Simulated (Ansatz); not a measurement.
Consider RbPdCl3 (Pm-3m).

```xyz
5
Lattice="-4.9477 0.0000 0.0000 0.0000 0.0000 -4.9477 0.0000 -4.9477 0.0000" Properties=species:S:1:pos:R:3 pbc="T T T"
Rb    0.0000    0.0000    0.0000
Pd   -2.4738   -2.4738   -2.4738
Cl    0.0000   -2.4738   -2.4738
Cl   -2.4738   -2.4738    0.0000
Cl   -2.4738    0.0000   -2.4738
```

The cell and positions are those that the Materials Project relaxed with its own functionals (PBE, PBE+U or r2SCAN), kept fixed. PAW set soft_2, made with PBE.

A constrained-RPA run (Ansatz 0.2.0; non-magnetic LDA; Pd d + anion p, bands v13 to c1, 4×4×4 mesh, medium accuracy) builds 14 functions on bands 8.1 eV wide, with 26.0 electrons in the window. The bare on-site interaction is 17.7 eV and the bare J 0.67 eV.

**Question.** Estimate U, U′ and J.

On the Pd d shell, U = 6.74 eV (38 % of the bare value), U′ = 5.70 eV, J = 0.51 eV.

The parent state is non-magnetic and the interaction static (zero frequency); U depends on the window and the orbitals, so it belongs to this model alone. A window that holds the anion p bands defines a model with explicit ligands; its U belongs to that model and is not the U of DFT+U.

[Paths, hosts, dates, memory and timing lines, banners, echoed tables and standing remarks are left out of the program output.]

[Logs are printed without paths, hosts, clocks, repeated set-up lines and the standing remarks that a program may print on its own settings, such as how far it seeks lower states.]

[Runs of the session that timed out or met a known fault of the program may be left out.]

[Hosts, paths, dates, database ids (printed as entryN), source tags and the programs' standing remarks are cut or masked in the printed files.]
